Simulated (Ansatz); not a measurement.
# A hypothetical structure for TbIn2Sn2

This structure for TbIn2Sn2 is made up. Its elements were placed in a known structure type with a cell scaled to their sizes. What cell does the guess relax to, and how far off was it?

Method: DFT, PBE, plane-wave PAW, default files, scalar-relativistic, ferromagnetic start, cell and ions relaxed at zero pressure, in the first sound run; inputs show where later runs differ, in Ansatz 0.2.0.

In doubt: a part-filled 4f shell, where there is one, can sit in one of many states, so energies may not be the lowest and differences between runs may mislead; derivatives with an open 4f shell can jump between states, which bears on forces and vibrations.

## (1) The structure

The structure is trigonal, space group P-3m1 (No. 164). The conventional cell has a = 4.773 Å, b = 4.773 Å, c = 7.385 Å, α = 90.00°, β = 90.00°, γ = 120.00°. Nearest to Tb lie 6 Sn at 3.34 Å. Nearest to Sn lie 4 In at 2.85 to 2.88 Å and 3 Tb at 3.34 Å. In has 4 Sn at 2.85 to 2.88 Å nearest. Farther neighbours are not listed.

## (2) Relaxation of the guess

The guessed cell has no reason to be at equilibrium. It is relaxed with the atoms, within the space group of the guess.

input.yaml reads:

```yaml
crystal:
  lattice:
    - [4.773, 0.0, 0.0]
    - [-2.3865, 4.133539252, 0.0]
    - [0.0, 0.0, 7.385]
  atoms:
    - { symbol: Tb, position: [0.0, 0.0, 0.0], spin: 6.0 }
    - { symbol: Sn, position: [0.666666667, 0.333333333, 0.7446] }
    - { symbol: Sn, position: [0.333333333, 0.666666667, 0.2554] }
    - { symbol: In, position: [0.666666667, 0.333333333, 0.3548] }
    - { symbol: In, position: [0.333333333, 0.666666667, 0.6452] }
magnetization:
  spin_polarized: true
kpoints:
  mp_grid: { grid: [7, 7, 4] }
scf:
  occupations: { method: fermi_dirac, width: 0.05 }
hamiltonian:
  xc: pbe
  pseudopotentials: { kind: paw }
relax:
  f_tol: 0.015
  max_steps: 70
  cell: {}
output:
  forces: true
  stress: true
```

Started as:

```console
> ansatz run input.yaml --threads 4 --pin off --max-ram 10240MiB --backend cpu --events-out ev --progress --plain --runs-dir out
```

Numbers of over 12 decimals in the logs are rounded to 6 here.

Log:

```text
Engine: ansatz 0.2.0, x86_64-unknown-linux-gnu
Pseudopotentials: kind: paw
Pseudopotential: Tb, paw, valence charge 19, recommended cutoff 420 eV (normal), Tb.paw.azcp
Pseudopotential: Sn, paw, valence charge 14, recommended cutoff 420 eV (normal), Sn.paw.azcp
Pseudopotential: In, paw, valence charge 13, recommended cutoff 420 eV (normal), In.paw.azcp
Functional definition: PBE
  parameter kappa = 0.804
  parameter beta = 0.066725
  exchange = pbe_x(kappa = kappa, mu = beta*pi^2/3)
  correlation = pbe_c(beta = beta)
Crystal: 5 atoms, lattice volume = 145.701 Å³
Basis set: ecut = 420 eV, 2815 PW (Γ), exchange–correlation on 64×64×100 points (8 copies of the dense FFT grid, shifted against one another)
Bands: 48, of which v1, the nominal top of the filled ones, is band 37 counted from 1 (36 counted from 0)
Symmetry: 12 space group operations
Space group: P-3m1 (ITA 164), of the structure as read, at distance tolerance 5.3e-5 Å
Magnetic group: BNS 164.85 (UNI 1315), of the structure as read, at distance tolerance 5.3e-5 Å
k-points: 28 of 196
Non-local potential: Tb, projectors of the file, l = 0: 3, l = 1: 2, l = 2: 2, l = 3: 3
Non-local potential: Sn, projectors of the file, l = 0: 2, l = 1: 2, l = 2: 2, l = 3: 2
Non-local potential: In, projectors of the file, l = 0: 2, l = 1: 2, l = 2: 2, l = 3: 2
PAW form: soft (Blöchl's): semilocal exchange-correlation on the pseudo side does not see the compensation charge
PAW one-centre angular grid: Tb, 590 points (default); XC on 64 Gauss nodes
PAW one-centre angular grid: Sn, 590 points (default); XC on 64 Gauss nodes
PAW one-centre angular grid: In, 590 points (default); XC on 64 Gauss nodes
Initial density: superposition of atomic densities (chi_scale 0.1, normalization cell)
Starting moments: Σ|m| = 6 μB on 1 of 5 sites
Initial wavefunctions: pseudopotential atomic-orbital guess
Functional: x = pbe(κ = 0.804, μ = 0.219515), c = pbe(β = 0.066725)
iter 1 solved again at ethr=1.51e-3 eV; its pass at ethr=3.10e-3 eV (dr2=1.10e0 eV) is discarded
SCF iter   1: F=—  HF=-33188.793850 eV  |F-HF|=—  |Δ(HF+E_count)|=         —  Δρ=1.59e-2 (↑1.12e-2 ↓1.59e-2)  dr2=1.10e0  dr2_m=7.14e-2  M=5.702 μB ∫|m|=5.834 μB  β_m=0.30  ethr=1.51e-3  ⟨swp⟩=1.1  Hψ=13796  notcnv=0
Mixer restart at iter 1: flushing history
preconditioner: auto → Kerker (q_TF=auto, 2.431 Å⁻¹)  [metal: Δε(μ)=0.002 eV  Ē_g=15.339 eV  σ=0.050 eV  W_gap=0.01  n_scr=34 (ndim 8)  ℏωp=25.9 eV  f_vac=0.007  D(μ)=17.61/eV (n_scr^D=262)]
spin=Collinear: Kerker preconditioning applied to the charge; magnetization (m = ρ↑ − ρ↓) channel mixes plain (no charge-response kernel on spin).
SCF iter   2: F=—  HF=-33188.785098 eV  |F-HF|=—  |Δ(HF+E_count)|=   8.75e-3  Δρ=1.24e-2 (↑9.03e-3 ↓1.24e-2)  dr2=6.93e-1  dr2_m=4.55e-2  M=5.695 μB ∫|m|=5.833 μB  β_m=0.53  ethr=1.50e-3  ⟨swp⟩=1.6  Hψ=2872  notcnv=0
SCF iter   3: F=—  HF=-33188.775823 eV  |F-HF|=—  |Δ(HF+E_count)|=   9.27e-3  Δρ=3.57e-3 (↑2.75e-3 ↓3.57e-3)  dr2=9.29e-2  dr2_m=1.26e-3  M=5.685 μB ∫|m|=5.833 μB  β_m=0.55  ethr=9.49e-4  ⟨swp⟩=3.9  Hψ=5507  notcnv=0  defer=50
SCF iter   4: F=—  HF=-33189.043925 eV  |F-HF|=—  |Δ(HF+E_count)|=         —  Δρ=9.85e-3 (↑1.24e-3 ↓9.85e-3)  dr2=3.63e-2  dr2_m=3.22e-2  M=5.705 μB ∫|m|=5.837 μB  β_m=1.00  ethr=1.27e-4  ⟨swp⟩=3.0  Hψ=5253  notcnv=0  defer=100
Mixer restart at iter 4: flushing history
SCF iter   5: F=—  HF=-33188.799196 eV  |F-HF|=—  |Δ(HF+E_count)|=   2.45e-1  Δρ=1.20e-3 (↑7.17e-4 ↓1.20e-3)  dr2=4.92e-3  dr2_m=4.65e-4  M=5.712 μB ∫|m|=5.846 μB  β_m=0.55  ethr=6.85e-5  ⟨swp⟩=2.9  Hψ=5696  notcnv=0  defer=101
SCF iter   6: F=—  HF=-33188.799279 eV  |F-HF|=—  |Δ(HF+E_count)|=   8.29e-5  Δρ=1.12e-3 (↑4.72e-4 ↓1.12e-3)  dr2=4.89e-3  dr2_m=2.38e-4  M=5.708 μB ∫|m|=5.842 μB  β_m=0.65  ethr=6.75e-6  ⟨swp⟩=2.0  Hψ=5119  notcnv=0  defer=101
SCF iter   7: F=—  HF=-33188.800787 eV  |F-HF|=—  |Δ(HF+E_count)|=   1.51e-3  Δρ=5.35e-4 (↑3.86e-4 ↓5.35e-4)  dr2=1.96e-3  dr2_m=1.28e-4  M=5.709 μB ∫|m|=5.842 μB  β_m=0.49  ethr=6.70e-6  ⟨swp⟩=2.0  Hψ=4907  notcnv=0  defer=99
SCF iter   8: F=—  HF=-33188.801427 eV  |F-HF|=—  |Δ(HF+E_count)|=   6.40e-4  Δρ=3.31e-4 (↑1.77e-4 ↓3.31e-4)  dr2=9.47e-4  dr2_m=3.40e-5  M=5.706 μB ∫|m|=5.838 μB  β_m=0.85  ethr=2.68e-6  ⟨swp⟩=2.0  Hψ=4116  notcnv=0  defer=99
SCF iter   9: F=—  HF=-33188.801901 eV  |F-HF|=—  |Δ(HF+E_count)|=   4.74e-4  Δρ=1.13e-4 (↑5.59e-5 ↓1.13e-4)  dr2=5.91e-5  dr2_m=3.42e-6  M=5.705 μB ∫|m|=5.834 μB  β_m=0.93  ethr=1.30e-6  ⟨swp⟩=2.0  Hψ=4766  notcnv=0  defer=99
SCF iter  10: F=—  HF=-33188.801964 eV  |F-HF|=—  |Δ(HF+E_count)|=   6.24e-5  Δρ=1.02e-4 (↑2.70e-5 ↓1.02e-4)  dr2=1.73e-5  dr2_m=3.75e-6  M=5.706 μB ∫|m|=5.834 μB  β_m=0.96  ethr=8.10e-8  ⟨swp⟩=2.1  Hψ=4725  notcnv=0  defer=99
SCF iter  11: F=—  HF=-33188.802016 eV  |F-HF|=—  |Δ(HF+E_count)|=   5.24e-5  Δρ=4.72e-5 (↑7.83e-6 ↓4.72e-5)  dr2=1.77e-6  dr2_m=7.33e-7  M=5.707 μB ∫|m|=5.835 μB  β_m=0.98  ethr=2.37e-8  ⟨swp⟩=2.0  Hψ=4823  notcnv=0  defer=99
SCF iter  12: F=—  HF=-33189.102701 eV  |F-HF|=—  |Δ(HF+E_count)|=         —  Δρ=1.10e-2 (↑1.35e-4 ↓1.10e-2)  dr2=2.87e-2  dr2_m=4.08e-2  M=5.677 μB ∫|m|=5.823 μB  β_m=1.00  ethr=2.43e-9  ⟨swp⟩=2.7  Hψ=5466  notcnv=0  defer=97
Mixer restart at iter 12: flushing history
SCF iter  13: F=—  HF=-33188.773144 eV  |F-HF|=—  |Δ(HF+E_count)|=   3.30e-1  Δρ=8.76e-4 (↑2.83e-4 ↓8.76e-4)  dr2=7.48e-4  dr2_m=1.96e-4  M=5.670 μB ∫|m|=5.808 μB  β_m=0.98  ethr=6.85e-5  ⟨swp⟩=2.8  Hψ=5467  notcnv=0  defer=97
SCF iter  14: F=—  HF=-33188.774268 eV  |F-HF|=—  |Δ(HF+E_count)|=   1.12e-3  Δρ=2.79e-4 (↑2.79e-4 ↓2.58e-4)  dr2=1.61e-4  dr2_m=3.25e-5  M=5.669 μB ∫|m|=5.804 μB  β_m=0.99  ethr=1.02e-6  ⟨swp⟩=2.0  Hψ=5336  notcnv=0  defer=97
SCF iter  15: F=—  HF=-33188.774581 eV  |F-HF|=—  |Δ(HF+E_count)|=         —  Δρ=5.15e-4 (↑3.51e-4 ↓5.15e-4)  dr2=9.62e-4  dr2_m=2.00e-5  M=5.667 μB ∫|m|=5.800 μB  ethr=2.21e-7  ⟨swp⟩=3.0  Hψ=5925  notcnv=0  defer=99
Mixer restart at iter 15: flushing history
SCF iter  16: F=—  HF=-33188.802040 eV  |F-HF|=—  |Δ(HF+E_count)|=         —  Δρ=4.47e-5 (↑9.10e-6 ↓4.47e-5)  dr2=2.70e-6  dr2_m=5.99e-7  M=5.709 μB ∫|m|=5.836 μB  β_m=0.99  ethr=2.43e-9  ⟨swp⟩=5.8  Hψ=8393  notcnv=0  defer=95
SCF iter  17: F=—  HF=-33188.802050 eV  |F-HF|=—  |Δ(HF+E_count)|=   9.44e-6  Δρ=4.45e-5 (↑1.26e-5 ↓4.45e-5)  dr2=2.04e-6  dr2_m=5.10e-7  M=5.709 μB ∫|m|=5.836 μB  β_m=1.00  ethr=2.43e-9  ⟨swp⟩=2.0  Hψ=5265  notcnv=0  defer=96
[...]
SCF 3 converged in 8 iterations: F = -33189.065822 eV  dr2 = 5.00e-8
  greatest PAW one-centre occupation: 0.995 electrons in one spin orbital (limit 2), on the Tb atom at site 0 (counted from 0), in its partial waves of l = 0
relax step   3: F+E_penalty+E_count = -33189.06582162 eV  Δ(F+E_penalty+E_count) = -1.991e-2 eV  max|allowed force component| = 9.143e-2 eV/Å  Δτ_max = 0.0143 Å  P = -0.008 GPa  Ω = 150.526 Å³  energy of the carried Pulay correction = -1.253e-3 eV  (8 SCF iters, dr2 threshold 5.00e-7 eV, accepted)
[...]
relax step   4: F+E_penalty+E_count = -33189.06933210 eV  Δ(F+E_penalty+E_count) = -3.510e-3 eV  max|allowed force component| = 4.949e-3 eV/Å  Δτ_max = 0.0069 Å  P = -0.101 GPa  Ω = 150.679 Å³  energy of the carried Pulay correction = -1.292e-3 eV  (7 SCF iters, dr2 threshold 5.00e-7 eV, accepted)
[...]
relax step   5: F+E_penalty+E_count = -33189.06965778 eV  Δ(F+E_penalty+E_count) = -3.257e-4 eV  max|allowed force component| = 6.634e-3 eV/Å  Δτ_max = 0.0028 Å  P = -0.004 GPa  Ω = 150.368 Å³  energy of the carried Pulay correction = -1.213e-3 eV  (7 SCF iters, dr2 threshold 5.23e-8 eV, accepted)
Basis set: ecut = 420 eV, 2971 PW (Γ), exchange–correlation on 72×72×100 points (8 copies of the dense FFT grid, shifted against one another)
Initial wavefunctions: pseudopotential atomic-orbital guess (no wavefunctions were taken with the density)
iter 1 solved again at ethr=1.00e-7 eV; its pass at ethr=3.10e-3 eV (dr2=7.30e-5 eV) is discarded
SCF iter   1: F=—  HF=-33189.070797 eV  |F-HF|=—  |Δ(HF+E_count)|=         —  Δρ=3.90e-5 (↑3.90e-5 ↓3.62e-5)  dr2=8.71e-7  dr2_m=8.85e-7  M=5.737 μB ∫|m|=5.870 μB  β_m=0.65  ethr=1.00e-7  ⟨swp⟩=4.0  Hψ=19238  notcnv=0
preconditioner: auto → Kerker (q_TF=auto, 2.419 Å⁻¹)  [metal: Δε(μ)=0.049 eV  Ē_g=15.343 eV  σ=0.050 eV  W_gap=0.24  n_scr=34 (ndim 8)  ℏωp=25.5 eV  f_vac=0.034  D(μ)=5.40/eV (n_scr^D=34)]
spin=Collinear: Kerker preconditioning applied to the charge; magnetization (m = ρ↑ − ρ↓) channel mixes plain (no charge-response kernel on spin).
SCF iter   2: F=—  HF=-33189.070800 eV  |F-HF|=—  |Δ(HF+E_count)|=   2.98e-6  Δρ=1.52e-5 (↑1.50e-5 ↓1.52e-5)  dr2=2.83e-7  dr2_m=1.26e-7  M=5.737 μB ∫|m|=5.870 μB  β_m=0.63  ethr=1.19e-9  ⟨swp⟩=2.0  Hψ=4756  notcnv=0
SCF iter   3: F=—  HF=-33189.070800 eV  |F-HF|=—  |Δ(HF+E_count)|=   5.41e-7  Δρ=2.82e-6 (↑2.82e-6 ↓2.51e-6)  dr2=1.40e-8  dr2_m=3.34e-9  M=5.737 μB ∫|m|=5.870 μB  β_m=0.62  ethr=3.87e-10  ⟨swp⟩=2.0  Hψ=4790  notcnv=0
SCF iter   4: F=—  HF=-33189.070800 eV  |F-HF|=—  |Δ(HF+E_count)|=   1.08e-8  Δρ=1.93e-6 (↑1.49e-6 ↓1.93e-6)  dr2=2.35e-8  dr2_m=1.80e-10  M=5.737 μB ∫|m|=5.870 μB  β_m=0.58  ethr=1.92e-11  ⟨swp⟩=2.0  Hψ=4831  notcnv=0
SCF iter   5: F=—  HF=-33189.070800 eV  |F-HF|=—  |Δ(HF+E_count)|=   3.65e-9  Δρ=5.95e-7 (↑4.55e-7 ↓5.95e-7)  dr2=3.98e-9  dr2_m=3.85e-11  M=5.737 μB ∫|m|=5.870 μB  β_m=0.75  ethr=1.92e-11  ⟨swp⟩=2.0  Hψ=4776  notcnv=0
SCF iter   6: F=—  HF=-33189.070800 eV  |F-HF|=—  |Δ(HF+E_count)|=   2.90e-9  Δρ=3.33e-7 (↑1.84e-7 ↓3.33e-7)  dr2=7.29e-10  dr2_m=3.82e-11  M=5.737 μB ∫|m|=5.870 μB  β_m=0.87  ethr=5.45e-12  ⟨swp⟩=2.0  Hψ=4746  notcnv=0
SCF iter   7: F=—  HF=-33189.070800 eV  |F-HF|=—  |Δ(HF+E_count)|=  5.82e-10  Δρ=2.36e-7 (↑1.12e-7 ↓2.36e-7)  dr2=2.79e-10  dr2_m=2.16e-11  M=5.737 μB ∫|m|=5.870 μB  β_m=0.94  ethr=1.00e-12  ⟨swp⟩=2.0  Hψ=4641  notcnv=0
SCF iter   8: F=—  HF=-33189.070800 eV  |F-HF|=—  |Δ(HF+E_count)|=  2.98e-10  Δρ=7.68e-8 (↑4.65e-8 ↓7.68e-8)  dr2=3.30e-11  dr2_m=1.49e-12  M=5.737 μB ∫|m|=5.870 μB  β_m=0.97  ethr=1.00e-12  ⟨swp⟩=2.0  Hψ=4724  notcnv=0
SCF iter   9: F=—  HF=-33189.070800 eV  |F-HF|=—  |Δ(HF+E_count)|=  3.64e-11  Δρ=3.31e-8 (↑2.11e-8 ↓3.31e-8)  dr2=5.54e-12  dr2_m=2.66e-13  M=5.737 μB ∫|m|=5.870 μB  β_m=0.98  ethr=1.00e-12  ⟨swp⟩=1.2  Hψ=2700  notcnv=0
SCF iter  10: F=—  HF=-33189.070800 eV  |F-HF|=—  |Δ(HF+E_count)|=  7.28e-12  Δρ=1.65e-8 (↑6.52e-9 ↓1.65e-8)  dr2=1.21e-12  dr2_m=7.28e-14  M=5.737 μB ∫|m|=5.870 μB  β_m=0.99  ethr=1.00e-12  ⟨swp⟩=1.0  Hψ=2688  notcnv=0
SCF iter  11: F=-33189.070800 eV  HF=-33189.070800 eV  |F-HF|=0.00e0  |Δ(HF+E_count)|=    0.00e0  Δρ=7.66e-8 (↑4.86e-9 ↓7.66e-8)  dr2=9.70e-12  dr2_m=1.97e-12  M=5.737 μB ∫|m|=5.870 μB  ethr=1.00e-12  ⟨swp⟩=2.3  Hψ=7707  notcnv=0
SCF 6 converged in 11 iterations: F = -33189.070800 eV  dr2 = 9.70e-12
relax step   6: F+E_penalty+E_count = -33189.07080026 eV  Δ(F+E_penalty+E_count) = -1.142e-3 eV  max|allowed force component| = 6.587e-3 eV/Å  Δτ_max = 0.0000 Å  P = -0.010 GPa  Ω = 150.368 Å³  stress off target by 1.15e-2 GPa  SCF on the basis re-selected at this cell (its energy is not comparable with the rows above)  (11 SCF iters)
basis re-selected at this cell: Δ(F+E_penalty+E_count) = -1.142e-3 eV, ΔP = -0.006 GPa vs the last step (what re-selecting the basis moved, of the pressure what is left beyond the Pulay correction that the steps carried, after the strain that the cell walked since its last selection, with what the two solves' SCF thresholds leave and, on support functions, any second-order correction that the steps lacked; it is no measure of the basis error at this ecutwfc). The dense FFT grid was sized anew with the basis: this SCF ran on 36×36×50 points, the steps before it on 32×32×50, so part of this shift can come from that change (see relax.cell in the input reference). [rest of the remark cut]
SCF converged after 11 iterations
Magnetization: 5.7370 μB (39.3685 up, 33.6315 down)
Absolute magnetization: 5.8714 μB (∫|ρ↑−ρ↓|, with the PAW one-centre terms)
Spin contamination: 0.0749 ħ² per cell (⟨S²⟩ above its minimum at these occupations)
Per-site moments (μB) at R_I (Å): [(5.702474, 1.349653), (-0.013650, 1.226760), (-0.013650, 1.226760), (-0.00205766, 1.226760), (-0.00205766, 1.226760)]
Free energy (F): -33189.070800 eV
Harris-Foulkes:  -33189.070800 eV  (|F-HF|=0.00e0)
Internal energy: -33189.025087 eV  (E = F + TS)
E sigma→0 (E₀):  -33189.047944 eV
Entropy (-TS):   -0.045713 eV (-9.143 meV/atom)
Fermi energy:    9.913852 eV
--- Per-component energies (eV) ---
  E_band       = -311.673073
  E_kinetic    = 1204.791487
  E_local      = -7433.999974  (includes V_loc(G=0)·N_el)
  E_nonlocal   = 1345.492519
  E_hartree    = 3386.432354
  E_xc         = -1382.215837
  E_vxc        = -592.279360  (∫ρ·V_xc dr)
  E_paw        = -23304.094787  (= ΣΔE_a)
  E_vpaw       = -1608.542292  (= ΣTr[D̂ρ^β])
  E_aug_tail   = 0.000046  (compensation charges beyond the density's cutoff)
  E_ewald      = -7005.430895
  E_smearing   = -0.045713  (= −TS)
  E_closure    = 0.000000  (closes the sum)
  Σ components = -33189.070800   (vs F -33189.070800, Δ=0.00e0)
--- Forces (eV/Å), atoms counted from 1 ---
  atom   1  Tb     0.00000000    -0.00000000     0.00000000
  atom   2  Sn     0.00000000     0.00000000    -0.00282916
  atom   3  Sn     0.00000000    -0.00000000     0.00282916
  atom   4  In    -0.00000000    -0.00000000     0.00658716
  atom   5  In     0.00000000     0.00000000    -0.00658716
  max |Σ_I F_I| component: 5.26e-31 eV/Å
--- Stress (GPa, compression-positive) ---
       -0.011534      -0.000000       0.000000
        0.000000      -0.011534       0.000000
        0.000000       0.000000      -0.006021
  P = ⅓ Tr σ = -0.0097 GPa (-0.097 kbar)
--- Relaxed structure (5 steps of the walk, 5 accepted, 1 SCFs on fresh bases) ---
  F+E_penalty+E_count = -33189.07080026 eV   max|allowed force component| = 6.587e-3 eV/Å   (the final SCF, on the basis selected at the relaxed cell)
  cell:  # Å, volume = 150.3681 Å³
    - [4.917118, 0.0, 0.0]
    - [-2.458559, 4.258349, 0]
    - [0.0, 0, 7.181310]
  atoms:
    - { symbol: Tb, position: [0, 0, -1.6912673022387285e-18] }
    - { symbol: Sn, position: [0.666667, 0.333333, 0.773493] }
    - { symbol: Sn, position: [0.333333, 0.666667, 0.226507] }
    - { symbol: In, position: [0.666667, 0.333333, 0.349892] }
    - { symbol: In, position: [0.333333, 0.666667, 0.650108] }
```

Wall time 72 s (4 threads of Intel Xeon Platinum 8488C (Sapphire Rapids), shared host); peak memory 1.4 GiB.

Step by step:

```tsv
step	energy less that of the first step (eV)	largest force component (eV/Å)	pressure (GPa)	volume (Å³)
1	0.0000	1.0389	2.78	145.70
2	-0.2409	0.1914	-0.34	152.17
3	-0.2608	0.0914	-0.01	150.53
4	-0.2643	0.0049	-0.10	150.68
5	-0.2646	0.0066	0.00	150.37
6*	-0.2658	0.0066	-0.01	150.37
```

Relaxation steps marked * repeat the geometry before them on a plane-wave basis chosen anew for their cell, so energy and pressure can jump there.

The run keeps the 12 symmetry operations that it works with, so distortions that break them were not tested.

```tsv
conventional cell, symmetrised	before	after	change
a (Å)	4.773	4.917	+3.0 %
b (Å)	4.773	4.917	+3.0 %
c (Å)	7.385	7.181	-2.8 %
volume (Å³/atom)	29.14	30.07	+3.2 %
```

The atoms that moved most (Å, as changes of fractional coordinates times the final cell):

```tsv
atom	dx	dy	dz	length
Sn3	0.000	0.000	-0.207	0.207
Sn2	0.000	0.000	0.207	0.207
In4	0.000	0.000	-0.035	0.035
In5	0.000	0.000	0.035	0.035
```

Final coordinates:

```xyz
5
Lattice="4.9171 0.0000 0.0000 -2.4586 4.2583 0.0000 0.0000 0.0000 7.1813" Properties=species:S:1:pos:R:3 pbc="T T T"
Tb    0.0000    0.0000    0.0000
Sn    2.4586    1.4194    5.5547
Sn    0.0000    2.8389    1.6266
In    2.4586    1.4194    2.5127
In    0.0000    2.8389    4.6686
```

Numbers from this step:

```
free energy             : -33189.0708 eV
energy at zero smearing : -33189.0479 eV
smearing term TS        : 0.04571 eV
Fermi energy            : 9.914 eV
magnetization           : 5.737 μB
absolute magnetization  : 5.871 μB
site moments            : 5.702, -0.01365, -0.01365, -0.002058, -0.002058 μB
electrons               : 73
symmetry operations     : 12
pressure                : -0.009696 GPa
```

Site moment by atom:

```tsv
atom	site moment (μB)
Tb1	5.70
Sn2	-0.01
Sn3	-0.01
In4	0.00
In5	0.00
```

Shortest distances by pair of elements, guess and relaxed (not always the same contact):

```tsv
pair	guess (Å)	relaxed (Å)
In–Sn	2.852	2.974
Sn–Tb	3.339	3.272
In–In	3.492	3.565
In–Tb	3.803	3.791
Sn–Sn	4.544	4.318
```

The relaxation ends with a largest force component of 0.0066 eV/Å and a pressure of -0.01 GPa.

(Continued in part 2 of 2.)

[Logs are printed without paths, hosts, clocks, repeated set-up lines and the standing remarks that a program may print on its own settings, such as how far it seeks lower states.]

[Hosts, paths, dates, database ids (printed as entryN), source tags and the programs' standing remarks are cut or masked in the printed files.]
